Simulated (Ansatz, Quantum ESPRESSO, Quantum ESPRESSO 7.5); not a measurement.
## Ballistic transmission: vacuum gap of 6.0 Å between two Au(100) faces

How well does the junction conduct in the ballistic limit? It is: vacuum gap of 6.0 Å between two Au(100) faces.

Method: plane-wave DFT, PBE, JTH PAW pseudopotentials (cross-check by Ansatz 0.2.0 with PAW datasets), in Quantum ESPRESSO 7.5.

## (1) The structure

The cell holds 12 atoms: 12 Au. Cell: a = 2.949 Å, b = 2.949 Å, c = 28.935 Å, α = 90.0°, β = 90.0°, γ = 90.0°. It derives from Au. Regions: left lead, 6 atoms (6 Au); right lead, 6 atoms (6 Au). The structure is stacked along c, and the current runs across the ab planes.

## (2) Ground state

One periodic cell holds a stretch of lead, the junction and more lead; the atoms stay as built.

The input, scf.in:

```
&control
  prefix = 'scf'
  outdir = './out'
  pseudo_dir = './pseudo'
  calculation = 'scf'
  tprnfor = .true.
/
&system
  ibrav = 0
  nat = 12
  ntyp = 1
  ecutwfc = 45
  ecutrho = 360
  occupations = 'smearing'
  smearing = 'mv'
  degauss = 0.01
/
&electrons
  conv_thr = 1e-07
  mixing_beta = 0.25
  electron_maxstep = 120
  mixing_mode = 'local-TF'
/
ATOMIC_SPECIES
  Au  196.9666  Au.GGA_PBE-JTH.UPF
CELL_PARAMETERS angstrom
  2.94863527754790 0.00000000000000 0.00000000000000
  0.00000000000000 2.94863527754790 0.00000000000000
  0.00000000000000 0.00000000000000 28.93500000000000
ATOMIC_POSITIONS crystal
  Au  0.000000000000 0.000000000000 0.000000000000
  Au  0.500000000000 0.500000000000 0.072058061172
  Au  0.000000000000 0.000000000000 0.144116122343
  Au  0.500000000000 0.500000000000 0.216174183515
  Au  0.000000000000 0.000000000000 0.288232244686
  Au  0.500000000000 0.500000000000 0.360290305858
  Au  0.000000000000 0.000000000000 0.567651632970
  Au  0.500000000000 0.500000000000 0.639709694142
  Au  0.000000000000 0.000000000000 0.711767755314
  Au  0.500000000000 0.500000000000 0.783825816485
  Au  0.000000000000 0.000000000000 0.855883877657
  Au  0.500000000000 0.500000000000 0.927941938828
K_POINTS automatic
  8 8 1 0 0 0
```

Launch:

```
> OMP_NUM_THREADS=1 mpirun -n 4 pw.x -nk 4 -in scf.in > scf.out
```

Log:

```text
Program PWSCF v.7.5 starts
[citation notice left out]

     Parallel version (MPI & OpenMP), running on       4 processor cores
     Number of MPI processes:                 4
     Threads/MPI process:                     1

     MPI processes distributed on     1 nodes
[...]
Current dimensions of program PWSCF are:
     Max number of different atomic species (ntypx) = 10
     Max number of k-points (npk) =  40000
     Max angular momentum in pseudopotentials (lmaxx) =  4
     file Au.GGA_PBE-JTH.UPF: wavefunction(s)  6S 0S 6P 0P 5D 0D renormalized
     Message from routine setup:
     using ibrav=0 with symmetry is DISCOURAGED, use correct ibrav instead

     K-points division:     npool     =       4
     Subspace diagonalization in iterative solution of the eigenvalue problem:
     a serial algorithm will be used

     G-vector sticks info
     --------------------
     sticks:   dense  smooth     PW     G-vecs:    dense   smooth      PW
     Sum         885     437    137               195855    69093   12163

     Using Slab Decomposition

     bravais-lattice index     =            0
     lattice parameter (alat)  =       5.5721  a.u.
     unit-cell volume          =    1697.7049 (a.u.)^3
     number of atoms/cell      =           12
     number of atomic types    =            1
     number of electrons       =       132.00
     number of Kohn-Sham states=           79
     kinetic-energy cutoff     =      45.0000  Ry
     charge density cutoff     =     360.0000  Ry
     scf convergence threshold =      1.0E-07
     mixing beta               =       0.2500
     number of iterations used =            8  local-TF  mixing
     Exchange-correlation= SLA PW PBX PBC
                           (   1   4   3   4   0   0   0)

     celldm(1)=   5.572113  celldm(2)=   0.000000  celldm(3)=   0.000000
     celldm(4)=   0.000000  celldm(5)=   0.000000  celldm(6)=   0.000000

     crystal axes: (cart. coord. in units of alat)
               a(1) = (   1.000000   0.000000   0.000000 )
               a(2) = (   0.000000   1.000000   0.000000 )
               a(3) = (   0.000000   0.000000   9.813014 )

     reciprocal axes: (cart. coord. in units 2 pi/alat)
               b(1) = (  1.000000  0.000000  0.000000 )
               b(2) = (  0.000000  1.000000  0.000000 )
               b(3) = (  0.000000  0.000000  0.101905 )

     PseudoPot. # 1 for Au read from file:
     ./pseudo/Au.GGA_PBE-JTH.UPF
     Pseudo is Projector augmented-wave + core cor, Zval = 11.0
     Generated using ATOMPAW code
     Shape of augmentation charge: SINC**2
     Using radial grid of 1127 points,  6 beta functions with:
                l(1) =   0
                l(2) =   0
                l(3) =   1
                l(4) =   1
                l(5) =   2
                l(6) =   2
     Q(r) pseudized with 0 coefficients

     atomic species   valence    mass     pseudopotential
     Au               11.00   196.96660     Au( 1.00)

      8 Sym. Ops. (no inversion) found

   Cartesian axes

     site n.     atom                  positions (alat units)
         1        Au     tau(   1) = (   0.0000000   0.0000000   0.0000000  )
         2        Au     tau(   2) = (   0.5000000   0.5000000   0.7071068  )
         3        Au     tau(   3) = (   0.0000000   0.0000000   1.4142136  )
         4        Au     tau(   4) = (   0.5000000   0.5000000   2.1213203  )
         5        Au     tau(   5) = (   0.0000000   0.0000000   2.8284271  )
         6        Au     tau(   6) = (   0.5000000   0.5000000   3.5355339  )
         7        Au     tau(   7) = (   0.0000000   0.0000000   5.5703736  )
         8        Au     tau(   8) = (   0.5000000   0.5000000   6.2774803  )
         9        Au     tau(   9) = (   0.0000000   0.0000000   6.9845871  )
        10        Au     tau(  10) = (   0.5000000   0.5000000   7.6916939  )
        11        Au     tau(  11) = (   0.0000000   0.0000000   8.3988007  )
        12        Au     tau(  12) = (   0.5000000   0.5000000   9.1059075  )

     number of k points=    15  Marzari-Vanderbilt smearing, width (Ry)=  0.0100
                       cart. coord. in units 2pi/alat
        k(    1) = (   0.0000000   0.0000000   0.0000000), wk =   0.0312500
        k(    2) = (   0.0000000   0.1250000   0.0000000), wk =   0.1250000
        k(    3) = (   0.0000000   0.2500000   0.0000000), wk =   0.1250000
        k(    4) = (   0.0000000   0.3750000   0.0000000), wk =   0.1250000
        k(    5) = (   0.0000000  -0.5000000   0.0000000), wk =   0.0625000
        k(    6) = (   0.1250000   0.1250000   0.0000000), wk =   0.1250000
        k(    7) = (   0.1250000   0.2500000   0.0000000), wk =   0.2500000
        k(    8) = (   0.1250000   0.3750000   0.0000000), wk =   0.2500000
        k(    9) = (   0.1250000  -0.5000000   0.0000000), wk =   0.1250000
        k(   10) = (   0.2500000   0.2500000   0.0000000), wk =   0.1250000
[...]
k(   15) = (  -0.5000000  -0.5000000   0.0000000), wk =   0.0312500

     Dense  grid:   195855 G-vectors     FFT dimensions: (  36,  36, 360)

     Smooth grid:    69093 G-vectors     FFT dimensions: (  24,  24, 240)

     Estimated max dynamical RAM per process >     360.62 MB

     Estimated total dynamical RAM >       1.27 GB

     Initial potential from superposition of free atoms

     starting charge     131.9987, renormalised to     132.0000
     Starting wfcs are  216 randomized atomic wfcs
     Checking if some PAW data can be deallocated...

     total cpu time spent up to now is        6.2 secs

     per-process dynamical memory:   173.6 Mb

     Self-consistent Calculation

     iteration #  1     ecut=    45.00 Ry     beta= 0.25
     Davidson diagonalization with overlap
     ethr =  1.00E-02,  avg # of iterations =  3.1

     Threshold (ethr) on eigenvalues was too large:
     Diagonalizing with lowered threshold

     Davidson diagonalization with overlap
     ethr =  5.12E-04,  avg # of iterations =  5.4

     total cpu time spent up to now is       14.6 secs

     total energy              =   -9301.67805906 Ry
     estimated scf accuracy    <       0.74645079 Ry

     iteration #  2     ecut=    45.00 Ry     beta= 0.25
[...]
total energy              =   -9301.53450483 Ry
     estimated scf accuracy    <       0.41516592 Ry

     iteration #  3     ecut=    45.00 Ry     beta= 0.25
[...]
total energy              =   -9301.61440300 Ry
     estimated scf accuracy    <       0.02223076 Ry

[...]
estimated scf accuracy    <       0.00000747 Ry

     iteration # 13     ecut=    45.00 Ry     beta= 0.25
[...]
total energy              =   -9301.61473283 Ry
     estimated scf accuracy    <       0.00000531 Ry

     iteration # 14     ecut=    45.00 Ry     beta= 0.25
[...]
total energy              =   -9301.61472911 Ry
     estimated scf accuracy    <       0.00000384 Ry

     iteration # 15     ecut=    45.00 Ry     beta= 0.25
[...]
total energy              =   -9301.61472833 Ry
     estimated scf accuracy    <       0.00000089 Ry

     iteration # 16     ecut=    45.00 Ry     beta= 0.25
[...]
total energy              =   -9301.61472953 Ry
     estimated scf accuracy    <       0.00000013 Ry

     iteration # 17     ecut=    45.00 Ry     beta= 0.25
[...]
End of self-consistent calculation

          k = 0.0000 0.0000 0.0000 (  8625 PWs)   bands (ev):

     2.8458   3.0669   3.4156   3.8894   4.4419   5.0074   5.4520   5.5131
     5.5924   5.6252   5.7976   5.8786   5.9790   5.9841   6.0022   6.1814
     6.3922   6.6239   6.8651   7.0993   7.3106   7.4669   7.5733   7.6190
     7.6612   7.6612   7.7645   7.7645   7.9242   7.9242   8.1543   8.1543
     8.3370   8.3690   8.4280   8.4280   8.5348   8.6264   8.7408   8.7408
     8.8140   8.8681   8.9736   9.0013   9.0372   9.0529   9.0798   9.0798
     9.1273   9.2392   9.3673   9.4232   9.4232   9.5050   9.6451   9.7305
     9.7530   9.7530   9.7780   9.9007   9.9821  10.0209  10.0209  10.0992
    10.1004  10.2167  10.2167  10.3192  10.3192  10.8061  11.8394  13.1500
    13.2413  17.5990  17.8974  20.0425  20.6586  22.0963  22.0964

          k = 0.0000 0.1250 0.0000 (  8598 PWs)   bands (ev):

     3.1824   3.3934   3.7248   4.1738   4.6957   5.2301   5.6538   5.7049
     5.7830   5.8169   6.0024   6.0822   6.1606   6.1626   6.2170   6.3860
     6.5786   6.7808   6.9885   7.1885   7.3620   7.4759   7.5141   7.7451
     7.7491   7.7530   7.7950   7.8262   7.8994   7.9343   7.9384   7.9451
     7.9926   8.1043   8.1348   8.3027   8.4547   8.5293   8.7246   8.7703
     8.7745   8.8465   8.8780   8.9021   8.9492   8.9929   8.9988   9.0049
     9.1221   9.1402   9.2037   9.2209   9.3466   9.4340   9.4541   9.5554
     9.5597   9.6416   9.7408   9.7496   9.8575   9.9319   9.9676  10.0713
    10.1778  10.1786  10.2498  10.2609  10.8232  11.7836  12.6940  13.9225
    14.2172  17.5758  17.6736  19.4883  19.8614  20.8131  21.2023

          k = 0.0000 0.2500 0.0000 (  8610 PWs)   bands (ev):

     4.1068   4.2619   4.4967   4.8027   5.1414   5.4752   5.7642   5.9609
     6.0461   6.0477   6.3511   6.3523   6.6433   6.7354   6.8816   7.0921
     7.3023   7.3348   7.4152   7.5502   7.5678   7.6258   7.6450   7.7070
     7.7591   7.7855   7.8472   7.8914   7.8941   7.9002   7.9088   7.9336
     7.9698   7.9812   8.0152   8.0541   8.0889   8.1719   8.1958   8.3316
     8.3462   8.5020   8.6494   8.6507   8.6898   8.7197   8.9201   8.9307
     9.1456   9.1685   9.1903   9.1941   9.2778   9.2842   9.3620   9.3905
     9.5051   9.6545   9.7504   9.8078   9.9619  10.0098  10.0815  10.1004
    10.1598  10.1628  10.3105  11.1251  12.0116  13.1228  14.0874  15.2326
    16.0773  16.3204  16.5915  17.1669  17.7408  18.5875  18.9906

          k = 0.0000 0.3750 0.0000 (  8616 PWs)   bands (ev):

     5.1880   5.1947   5.2592   5.2811   5.3341   5.4470   5.6193   5.8292
     6.0648   6.2893   6.5234   6.5353   7.1727   7.1835   7.2042   7.2881
     7.3566   7.4862   7.5086   7.5911   7.6812   7.7258   7.7260   7.7287
     7.7301   7.7623   7.8081   7.8248   7.8274   7.9148   7.9747   7.9775
     7.9826   8.0692   8.1862   8.1998   8.2599   8.2615   8.4253   8.4508
     8.5836   8.6574   8.6620   8.7050   8.9080   8.9414   9.0467   9.1131
     9.3488   9.4877   9.5344   9.5479   9.6426   9.7467   9.7529   9.8306
     9.8997   9.9313   9.9762  10.0475  10.0581  10.0601  10.0937  10.1215
    10.1797  10.3219  11.1710  12.2016  13.2323  13.6746  13.9239  14.1931
    14.5742  14.7776  15.4917  15.6235  16.3071  16.7567  17.4656

          k = 0.0000-0.5000 0.0000 (  8608 PWs)   bands (ev):

     5.2713   5.2713   5.3991   5.3991   5.5972   5.5972   5.8704   5.8704
     6.1695   6.1695   6.6023   6.6023   7.2964   7.2964   7.4099   7.4099
     7.4935   7.4935   7.5129   7.5129   7.5757   7.5757   7.5862   7.5862
     7.6309   7.6309   7.7323   7.7323   7.8045   7.8045   7.8859   7.8859
     8.0918   8.0918   8.0986   8.0986   8.3252   8.3252   8.5544   8.5545
     8.6369   8.6369   9.1097   9.1097   9.1265   9.1265   9.3822   9.3822
     9.6378   9.6378   9.6394   9.6394   9.8433   9.8433   9.9856   9.9856
     9.9946   9.9946  10.0544  10.0544  11.4184  11.4184  11.5527  11.5527
    11.6266  11.6267  11.6457  11.6457  11.7732  11.7732  12.1769  12.1769
    14.2112  14.2112  15.0955  15.0955  15.8785  15.8785  16.9598

          k = 0.1250 0.1250 0.0000 (  8629 PWs)   bands (ev):

     3.5139   3.7176   4.0370   4.4690   4.9720   5.4941   5.9252   5.9365
     6.0353   6.0927   6.1608   6.2286   6.3301   6.4486   6.4568   6.4781
     6.6494   6.8327   7.0155   7.1774   7.2877   7.3271   7.3344   7.6914
     7.7092   7.8533   7.8863   7.8867   7.9236   7.9257   7.9300   7.9405
     7.9720   8.0000   8.0340   8.1677   8.3488   8.4121   8.5797   8.6352
     8.6560   8.6645   8.6959   8.7113   8.7596   8.8611   8.9363   8.9427
     9.0446   9.1022   9.1354   9.1901   9.3286   9.3374   9.3880   9.5246
     9.5255   9.5872   9.7209   9.7317   9.7415   9.7583   9.9959   9.9995
    10.2016  10.2919  10.3149  10.7763  11.4041  12.3338  13.2331  14.4802
    14.9073  17.5297  17.7842  19.5550  19.7584  20.9166  21.1797

[...]
the Fermi energy is    11.9500 ev

!    total energy              =   -9301.61472961 Ry
     total all-electron energy =     -9301.614730 Ry
     estimated scf accuracy    <       0.00000001 Ry
     smearing contrib. (-TS)   =       0.00109267 Ry
     internal energy E=F+TS    =   -9301.61582228 Ry

     The total energy is F=E-TS. E is the sum of the following terms:
     one-electron contribution =   -1069.33946698 Ry
     hartree contribution      =     684.98259076 Ry
     xc contribution           =    -133.55011718 Ry
     ewald contribution        =    -228.67110416 Ry
     one-center paw contrib.   =   -8555.03772472 Ry

     convergence has been achieved in  17 iterations

     Forces acting on atoms (cartesian axes, Ry/au):

     atom    1 type  1   force =     0.00000000    0.00000000   -0.00231101
     atom    2 type  1   force =     0.00000000    0.00000000    0.00165007
     atom    3 type  1   force =     0.00000000    0.00000000   -0.00087478
     atom    4 type  1   force =     0.00000000    0.00000000    0.00015757
     atom    5 type  1   force =     0.00000000    0.00000000    0.00270347
     atom    6 type  1   force =     0.00000000    0.00000000   -0.00450626
     atom    7 type  1   force =     0.00000000    0.00000000    0.00452317
     atom    8 type  1   force =     0.00000000    0.00000000   -0.00273411
     atom    9 type  1   force =     0.00000000    0.00000000   -0.00021057
     atom   10 type  1   force =     0.00000000    0.00000000    0.00083434
     atom   11 type  1   force =     0.00000000    0.00000000   -0.00163514
     atom   12 type  1   force =     0.00000000    0.00000000    0.00240325

     Total force =     0.008579     Total SCF correction =     0.000617

[...]
=------------------------------------------------------------------------------=
   JOB DONE.
=------------------------------------------------------------------------------=
```

It took 1.8 min on 4 MPI ranks of Intel Xeon 6975P-C (Granite Rapids), shared host; peak memory 1.1 GiB.

This step gave:

| Property | Result |
| --- | --- |
| free energy | -126554.9156 eV |
| Fermi energy | 11.95 eV |

The program's own clock; routines nest. Time by routine:

| routine | wall time (s) | calls |
| --- | --- | --- |
| PWSCF | 106.2 | 1 |
| electrons | 98.78 | 1 |
| c_bands | 75.07 | 18 |
| cegterg | 64.88 | 72 |
| h_psi | 37.14 | 437 |
| vloc_psi | 24 | 437 |
| fftw | 22.56 | 43942 |
| sum_band | 10.28 | 18 |
| calbec | 8.76 | 525 |
| PAW_pot | 7.4 | 18 |
| h_psi:calbec | 6.54 | 437 |
| init_run | 6.07 | 1 |
| add_vuspsi | 6.05 | 437 |
| s_psi | 6.03 | 437 |

The run needed 17 iterations to bring the estimated error under 1e-07 Ry; the largest force on any atom, held or free, is 0.12 eV/Å.

(Continued in part 2 of 3.)

[Logs are printed without paths, hosts, clocks, repeated set-up lines and the standing remarks that a program may print on its own settings, such as how far it seeks lower states.]

[Hosts, paths, dates, database ids (printed as entryN), source tags and the programs' standing remarks are cut or masked in the printed files.]

[Maps of the electrostatic potential energy from Ansatz leave out the sawtooth potential of an applied field or a dipole correction, so their vacuum need not be flat; planar profiles and work functions include it.]
